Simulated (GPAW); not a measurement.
# MnSi31 (Si64 Mn2 d5p92): parallel and opposed starts, part 2 of 2

Does MnSi31 (Si64 Mn2 d5p92) prefer parallel or opposed moments, or none?

GPAW 26.7.0; PBE; plane waves with GPAW's PAW setups, scalar-relativistic.

So far. Step 2 (Run 1 (ferro ++)): After 34 cycles the largest moment stands at 2.84 μB.

## 3. Start 2: antiferro +-

An opposed order shows whether the pairs that it reverses prefer unlike signs.

order2.py reads:

```python
import json
import numpy as np
from ase import Atoms
from ase.parallel import paropen, parprint
from gpaw import GPAW

atoms = Atoms(['Mn', 'Si', 'Si', 'Mn', 'Si', 'Si', 'Si', 'Si', 'Si', 'Si', 'Si', 'Si', 'Si', 'Si', 'Si', 'Si', 'Si', 'Si', 'Si', 'Si', 'Si', 'Si', 'Si', 'Si', 'Si', 'Si', 'Si', 'Si', 'Si', 'Si', 'Si', 'Si', 'Si', 'Si', 'Si', 'Si', 'Si', 'Si', 'Si', 'Si', 'Si', 'Si', 'Si', 'Si', 'Si', 'Si', 'Si', 'Si', 'Si', 'Si', 'Si', 'Si', 'Si', 'Si', 'Si', 'Si', 'Si', 'Si', 'Si', 'Si', 'Si', 'Si', 'Si', 'Si'],
    cell=[[10.862, 0.0, 0.0],
         [0.0, 10.862, 0.0],
         [0.0, 0.0, 10.862]],
    scaled_positions=[[0.0, 0.0, 0.0],
         [0.125, 0.125, 0.125],
         [0.0, 0.25, 0.25],
         [0.125, 0.375, 0.375],
         [0.25, 0.0, 0.25],
         [0.375, 0.125, 0.375],
         [0.25, 0.25, 0.0],
         [0.375, 0.375, 0.125],
         [0.0, 0.0, 0.5],
         [0.125, 0.125, 0.625],
         [0.0, 0.25, 0.75],
         [0.125, 0.375, 0.875],
         [0.25, 0.0, 0.75],
         [0.375, 0.125, 0.875],
         [0.25, 0.25, 0.5],
         [0.375, 0.375, 0.625],
         [0.0, 0.5, 0.0],
         [0.125, 0.625, 0.125],
         [0.0, 0.75, 0.25],
         [0.125, 0.875, 0.375],
         [0.25, 0.5, 0.25],
         [0.375, 0.625, 0.375],
         [0.25, 0.75, 0.0],
         [0.375, 0.875, 0.125],
         [0.0, 0.5, 0.5],
         [0.125, 0.625, 0.625],
         [0.0, 0.75, 0.75],
         [0.125, 0.875, 0.875],
         [0.25, 0.5, 0.75],
         [0.375, 0.625, 0.875],
         [0.25, 0.75, 0.5],
         [0.375, 0.875, 0.625],
         [0.5, 0.0, 0.0],
         [0.625, 0.125, 0.125],
         [0.5, 0.25, 0.25],
         [0.625, 0.375, 0.375],
         [0.75, 0.0, 0.25],
         [0.875, 0.125, 0.375],
         [0.75, 0.25, 0.0],
         [0.875, 0.375, 0.125],
         [0.5, 0.0, 0.5],
         [0.625, 0.125, 0.625],
         [0.5, 0.25, 0.75],
         [0.625, 0.375, 0.875],
         [0.75, 0.0, 0.75],
         [0.875, 0.125, 0.875],
         [0.75, 0.25, 0.5],
         [0.875, 0.375, 0.625],
         [0.5, 0.5, 0.0],
         [0.625, 0.625, 0.125],
         [0.5, 0.75, 0.25],
         [0.625, 0.875, 0.375],
         [0.75, 0.5, 0.25],
         [0.875, 0.625, 0.375],
         [0.75, 0.75, 0.0],
         [0.875, 0.875, 0.125],
         [0.5, 0.5, 0.5],
         [0.625, 0.625, 0.625],
         [0.5, 0.75, 0.75],
         [0.625, 0.875, 0.875],
         [0.75, 0.5, 0.75],
         [0.875, 0.625, 0.875],
         [0.75, 0.75, 0.5],
         [0.875, 0.875, 0.625]],
    pbc=True,
    magmoms=[4.5, 0.0, 0.0, -4.5, 0.0, 0.0, 0.0, 0.0, 0.0, 0.0, 0.0, 0.0, 0.0, 0.0, 0.0, 0.0, 0.0, 0.0, 0.0, 0.0, 0.0, 0.0, 0.0, 0.0, 0.0, 0.0, 0.0, 0.0, 0.0, 0.0, 0.0, 0.0, 0.0, 0.0, 0.0, 0.0, 0.0, 0.0, 0.0, 0.0, 0.0, 0.0, 0.0, 0.0, 0.0, 0.0, 0.0, 0.0, 0.0, 0.0, 0.0, 0.0, 0.0, 0.0, 0.0, 0.0, 0.0, 0.0, 0.0, 0.0, 0.0, 0.0, 0.0, 0.0])
atoms.calc = GPAW(mode={'name': 'pw', 'ecut': 450},
    xc='PBE',
    kpts={'size': (3, 3, 3), 'gamma': True},
    occupations={'name': 'fermi-dirac', 'width': 0.05},
    convergence={'density': 1e-05, 'energy': 1e-05},
    maxiter=200,
    mixer={'name': 'pulay', 'beta': 0.05, 'nmaxold': 6, 'weight': 50},
    symmetry={'tolerance': 1e-4},
    txt='order2.txt')
e = atoms.get_potential_energy(force_consistent=True)
res = {'free_energy': e, 'energy_sigma0': atoms.get_potential_energy(), 'fermi_energy': atoms.calc.get_fermi_level()}
res['moments'] = atoms.get_magnetic_moments().tolist()
res['total'] = atoms.get_magnetic_moment()
parprint('site moments (muB):', np.round(res['moments'], 3))
parprint(f"total moment: {res['total']:.3f} muB")
parprint(f'free energy: {e:.6f} eV')
atoms.calc.write('order2.gpw')
with paropen('results.json', 'w') as f:
    json.dump(res, f)
```

On the command line:

```sh
> OMP_NUM_THREADS=1 mpirun -n 8 gpaw python order2.py > order2.log
```

Numbers of over 12 decimals in the logs are rounded to 6 here.

The log of the run:

```text
site moments (muB): [ 2.768e+00 -4.700e-02  4.700e-02 -2.768e+00  4.000e-03 -4.000e-03
  4.000e-03 -4.000e-03  1.000e-03 -4.000e-03  4.000e-03 -1.000e-03
  5.000e-03  1.000e-03  4.800e-02 -6.000e-03  1.000e-03 -4.000e-03
  4.000e-03 -1.000e-03  4.800e-02 -6.000e-03  5.000e-03  1.000e-03
  4.600e-02 -6.000e-03  6.000e-03 -4.600e-02 -0.000e+00 -1.000e-03
 -0.000e+00 -1.000e-03  3.000e-03  1.000e-03 -1.000e-03 -3.000e-03
  4.000e-03 -4.000e-03  4.000e-03 -4.000e-03  0.000e+00 -1.000e-03
  1.000e-03 -0.000e+00  6.000e-03 -4.800e-02 -1.000e-03 -5.000e-03
  0.000e+00 -1.000e-03  1.000e-03 -0.000e+00 -1.000e-03 -5.000e-03
  6.000e-03 -4.800e-02 -1.000e-03 -1.000e-03  1.000e-03  1.000e-03
  1.000e-03  0.000e+00  1.000e-03  0.000e+00]
total moment: 0.000 muB
free energy: -349.502480 eV

--- order2.txt ---
Input parameters:
  mode=PW(ecut=450),
  convergence={'density': 1e-05, 'energy': 1e-05},
  kpts=MonkhorstPack(size=(3, 3, 3), gamma=True),
  maxiter=200,
  mixer=Pulay(name='pulay', nmaxold=6, beta=0.05, weight=50, sigma=0.015, g_ss=None),
  occupations=Occupations(name='fermi-dirac', width=0.05),
  symmetry=Symmetry(tolerance=0.0001),
  xc=XC(name='PBE')

Diagonalizing LCAO Hamiltonian
Converting LCAO to pw mode
        .--------------------------.
       /|                          |
      / |  Si           Si         |
     /  |                          |
    /   |      Si            Si    |
   /  Si|           Si             |
  /    Si        Si  Si        Si  |
 *      |SiSi         Si Si        |
 | Si   |   Sii Si       SiSi      |
 |      |  Si Si        Si Si      |
 |   Si Si        Si Si            |
 |   Si |      Si  Si        Si    |
 |    Si|Si      Si Si Si      Si  |
 Si    Mn--Si--Si----Si--Si--------.
 |     / Si Si        Si Si       /
 | Si /      Si Si         Si    /
 |   Si       Si  Si       Si   /
 |  /   Si           Si        /
 | / Si  Si        Si  Si     /
 |/                          /
 Mn------------Si-----------*

Atoms  # Å, Bohr magnetons
|    | symbol |        x |        y |        z |    initial magnetic moments |
|----|--------|----------|----------|----------|-----------------------------|
|  0 |     Mn | 0.000000 | 0.000000 | 0.000000 | ( 0.0000,  0.0000,  4.5000) |
|  1 |     Si | 1.357750 | 1.357750 | 1.357750 | ( 0.0000,  0.0000,  0.0000) |
|  2 |     Si | 0.000000 | 2.715500 | 2.715500 | ( 0.0000,  0.0000,  0.0000) |
|  3 |     Mn | 1.357750 | 4.073250 | 4.073250 | ( 0.0000,  0.0000, -4.5000) |
|  4 |     Si | 2.715500 | 0.000000 | 2.715500 | ( 0.0000,  0.0000,  0.0000) |
|  5 |     Si | 4.073250 | 1.357750 | 4.073250 | ( 0.0000,  0.0000,  0.0000) |
|  6 |     Si | 2.715500 | 2.715500 | 0.000000 | ( 0.0000,  0.0000,  0.0000) |
|  7 |     Si | 4.073250 | 4.073250 | 1.357750 | ( 0.0000,  0.0000,  0.0000) |
|  8 |     Si | 0.000000 | 0.000000 | 5.431000 | ( 0.0000,  0.0000,  0.0000) |
|  9 |     Si | 1.357750 | 1.357750 | 6.788750 | ( 0.0000,  0.0000,  0.0000) |
| 10 |     Si | 0.000000 | 2.715500 | 8.146500 | ( 0.0000,  0.0000,  0.0000) |
| 11 |     Si | 1.357750 | 4.073250 | 9.504250 | ( 0.0000,  0.0000,  0.0000) |
| 12 |     Si | 2.715500 | 0.000000 | 8.146500 | ( 0.0000,  0.0000,  0.0000) |
| 13 |     Si | 4.073250 | 1.357750 | 9.504250 | ( 0.0000,  0.0000,  0.0000) |
[...]
| 56 |     Si | 5.431000 | 5.431000 | 5.431000 | ( 0.0000,  0.0000,  0.0000) |
| 57 |     Si | 6.788750 | 6.788750 | 6.788750 | ( 0.0000,  0.0000,  0.0000) |
| 58 |     Si | 5.431000 | 8.146500 | 8.146500 | ( 0.0000,  0.0000,  0.0000) |
| 59 |     Si | 6.788750 | 9.504250 | 9.504250 | ( 0.0000,  0.0000,  0.0000) |
| 60 |     Si | 8.146500 | 5.431000 | 8.146500 | ( 0.0000,  0.0000,  0.0000) |
| 61 |     Si | 9.504250 | 6.788750 | 9.504250 | ( 0.0000,  0.0000,  0.0000) |
| 62 |     Si | 8.146500 | 8.146500 | 5.431000 | ( 0.0000,  0.0000,  0.0000) |
| 63 |     Si | 9.504250 | 9.504250 | 6.788750 | ( 0.0000,  0.0000,  0.0000) |

Unit cell  # Å
| periodic |         x |         y |         z |   lengths |    angles |
|----------|-----------|-----------|-----------|-----------|-----------|
|      yes | 10.862000 |  0.000000 |  0.000000 | 10.862000 | 90.000000 |
|      yes |  0.000000 | 10.862000 |  0.000000 | 10.862000 | 90.000000 |
|      yes |  0.000000 |  0.000000 | 10.862000 | 10.862000 | 90.000000 |

Number of symmetries: 2

BZ-sampling:
  Number of BZ points: 27
  Number of IBZ points: 10

  Monkhorst-Pack size: [3, 3, 3]
  Monkhorst-Pack shift: [0, 0, 0]

Plane wave coefficients: 27784
Cutoff: 450.000000 eV

Spin-components: 2 (collinear spins)
Bands:           171
Projectors:      322
Spin-degeneracy: 1
Datatype:        complex128

Parallelization:
  kpt:    4
  domain: 2
  band:   1

Density:
  Valence electrons: 278.0
  Components: 2
  Grid points: [54 54 54]
  Charge: 0.0  # |e|

Potential:
  Grid points: [54 54 54]

[... setups left out ...]
Reference energy: -551981.519659  # eV

eigensolver:
  PPCG
  Converge bands: occupied
  niter=2

density mixing:
  Pulay-Mixer
  Linear mixing parameters: 0.05
  Old densities: 6
  Fourier metric: weight=50, sigma=0.015

occupation numbers:
  Fermi-Dirac:
    width: 0.0500  # eV

poisson solver:
  ecut: 3600.000000  # eV

xc functional:
  name: PBE with 2 nearest neighbor stencil

convergence criteria:
- Maximum integral of absolute [dens]ity change: 1e-05 electrons / valence electron
- Maximum [total energy] change in last 3 cyles: 1e-05 eV / valence electron
- Maximum integral of absolute [eigenst]ate change: 4e-08 eV^2 / valence electron
maximum number of iterations: 200

SCF iterations
|iter     |      energy | eigst |  dens |  magmom |
|---------|-------------|-------|-------|---------|
|iter:   1|       0s | -351.123474 | +0.22 |       |  -0.0000|
|iter:   2|      38s | -351.209264 | -1.02 | -0.82 |  -0.0000|
|iter:   3|      76s | -350.719766 | -2.18 | -0.85 |  -0.0000|
|iter:   4|     114s | -349.712691 | -1.10 | -0.89 |  +0.0000|
|iter:   5|     153s | -349.348006 | -2.17 | -1.61 |  +0.0000|
|iter:   6|     191s | -349.420012 | -2.76 | -1.67 |  -0.0000|
|iter:   7|     229s | -349.392235 | -3.11 | -1.77 |  -0.0000|
|iter:   8|     268s | -349.450455 | -2.81 | -1.86 |  +0.0000|
|iter:   9|     306s | -349.438784 | -3.60 | -2.18 |  +0.0000|
|iter:  10|     344s | -349.440796 | -3.46 | -2.28 |  -0.0000|
[... 15 iterations left out ...]
|iter:  26|     933s | -349.448021c| -7.42c| -4.18 |  +0.0000|
|iter:  27|     971s | -349.448017c| -7.32 | -4.20 |  +0.0000|
|iter:  28|     990s | -349.448016c| -7.90c| -4.33 |  +0.0000|
|iter:  29|    1010s | -349.448016c| -7.89c| -4.42 |  +0.0000|
|iter:  30|    1029s | -349.448016c| -8.00c| -4.50 |  +0.0000|
|iter:  31|    1048s | -349.448013c| -7.70c| -4.57 |  +0.0000|
|iter:  32|    1067s | -349.448010c| -7.78c| -4.76 |  +0.0000|
|iter:  33|    1087s | -349.448008c| -7.83c| -4.83 |  +0.0000|
|iter:  34|    1107s | -349.448006c| -7.95c| -4.95 |  +0.0000|
|iter:  35|    1126s | -349.448006c| -8.17c| -5.05c|  +0.0000|

Converged in 35 steps
Energy contributions relative to reference atoms: (reference = -551981.519659)

Energy contributions:
  Kinetic:         487.442432
  Coulomb:        -427.797153
  Zero:             -0.384352
  External:          0.000000
  Xc:             -408.654458
  Entropy:          -0.108948
  Spinorbit:         0.000000
  ----------------------------
  Free energy:    -349.502480
  Extrapolated:   -349.448006

dipole moment: (-189.619378, -189.736895, -189.736895)  # |e|*Ang

Total magnetic moment: (0.000000, 0.000000, 0.000004)

Local magnetic moments
|        x |        y |         z |
|----------|----------|-----------|
| 0.000000 | 0.000000 |  2.768414 |  # Mn   0
| 0.000000 | 0.000000 | -0.047402 |  # Si   1
| 0.000000 | 0.000000 |  0.047403 |  # Si   2
| 0.000000 | 0.000000 | -2.768413 |  # Mn   3
| 0.000000 | 0.000000 |  0.004238 |  # Si   4
| 0.000000 | 0.000000 | -0.004315 |  # Si   5
| 0.000000 | 0.000000 |  0.004238 |  # Si   6
| 0.000000 | 0.000000 | -0.004315 |  # Si   7
| 0.000000 | 0.000000 |  0.001040 |  # Si   8
| 0.000000 | 0.000000 | -0.003820 |  # Si   9
| 0.000000 | 0.000000 |  0.003820 |  # Si  10
| 0.000000 | 0.000000 | -0.001040 |  # Si  11
[...]
| 0.000000 | 0.000000 | -0.000933 |  # Si  56
| 0.000000 | 0.000000 | -0.001294 |  # Si  57
| 0.000000 | 0.000000 |  0.001294 |  # Si  58
| 0.000000 | 0.000000 |  0.000933 |  # Si  59
| 0.000000 | 0.000000 |  0.000767 |  # Si  60
| 0.000000 | 0.000000 |  0.000437 |  # Si  61
| 0.000000 | 0.000000 |  0.000767 |  # Si  62
| 0.000000 | 0.000000 |  0.000437 |  # Si  63

Fermi level: 5.470
Eigenvalues  # (at kpt = [0.000, 0.000, 0.000])
| band index |      eig [eV] | occ [0-1] |      eig [eV] | occ [0-1] |
|------------|---------------|-----------|---------------|-----------|
|          0 |       -75.119 |     1.000 |       -75.119 |     1.000 |
|        ... |               |           |               |           |
|        130 |         4.133 |     1.000 |         4.133 |     1.000 |
|        131 |         4.146 |     1.000 |         4.146 |     1.000 |
|        132 |         4.193 |     1.000 |         4.193 |     1.000 |
|        133 |         4.247 |     1.000 |         4.247 |     1.000 |
|        134 |         4.310 |     1.000 |         4.310 |     1.000 |
|        135 |         4.855 |     1.000 |         4.855 |     1.000 |
|        136 |         4.866 |     1.000 |         4.866 |     1.000 |
|        137 |         4.956 |     1.000 |         4.956 |     1.000 |
|        138 |         5.579 |     0.101 |         5.579 |     0.101 |
|        139 |         5.630 |     0.039 |         5.630 |     0.039 |
|        140 |         5.715 |     0.007 |         5.715 |     0.007 |
|        141 |         5.878 |     0.000 |         5.878 |     0.000 |
|        142 |         5.914 |     0.000 |         5.914 |     0.000 |
|        143 |         6.077 |     0.000 |         6.077 |     0.000 |
|        144 |         6.122 |     0.000 |         6.122 |     0.000 |
|        145 |         6.143 |     0.000 |         6.143 |     0.000 |
|        ... |               |           |               |           |
|        170 |         7.983 |     0.000 |         7.982 |     0.000 |

No gap
No difference between direct/indirect transitions
```

Elapsed: 20 min, on 8 MPI ranks of Arm Neoverse V2, shared host; peak memory 6.1 GiB.

Spin moment in the augmentation sphere by element, in μB:

```tsv
element	atoms	mean	spread (r.m.s.)	least	largest
Mn	2	0.00	2.77	-2.77	2.77
Si	62	0.00	0.02	-0.05	0.05
```

The atoms farthest from the mean of their element:

```tsv
atom	x, y, z (Å)	spin moment in the augmentation sphere (μB)
Mn1	0.00, 0.00, 0.00	2.77
Mn4	1.36, 4.07, 4.07	-2.77
Si15	2.72, 2.72, 5.43	0.05
Si21	2.72, 5.43, 2.72	0.05
Si56	9.50, 9.50, 1.36	-0.05
Si46	9.50, 1.36, 9.50	-0.05
Si3	0.00, 2.72, 2.72	0.05
Si2	1.36, 1.36, 1.36	-0.05
```

Numbers from this step:

```
magnetization : 0 μB
final state   : antiferromagnetic
```

It lies 78.5 meV a seeded atom over the first start, and its largest moment is 2.77 μB against 2.84 μB.

## 4. Ranking

These are free energies at a smearing of 0.05 eV, so its entropy term is in the differences. They are divided by the number of seeded atoms, so that cells of unlike size compare.

Orders:

```tsv
start	final state	typed order kept	energy over the lowest (meV a seeded atom)	largest site moment (μB)	net moment (μB a primitive cell)	mesh matched	CPU time (s)
ferro ++	ferromagnetic	yes	0	2.842	5.987	yes	9592
antiferro +-	antiferromagnetic	yes	78.55	2.768	0	yes	9463
```

## 5. Summary of results

```yaml
lowest_state_found: ferromagnetic (typed ferro ++)
largest_site_moment: 2.84 μB
next_state: antiferromagnetic, 78.5 meV a seeded atom higher
```

The lowest state found is ferromagnetic, reached from the start ferro ++, with moments up to 2.84 μB. The next state costs 79 meV a seeded atom. This is the lowest of 2 finished starts, no proof of the ground state.

[Logs and program files are shortened in this print: banners, set-up blocks, solver, clock and traceback lines can be left out without a mark of their own.]

[Logs are printed without paths, hosts, clocks, repeated set-up lines and the standing remarks that a program may print on its own settings, such as how far it seeks lower states.]

[Hosts, paths, dates, database ids (printed as entryN), source tags and the programs' standing remarks are cut or masked in the printed files.]

[Where a cell is said to come from a database of computed structures, the database is the Materials Project.]
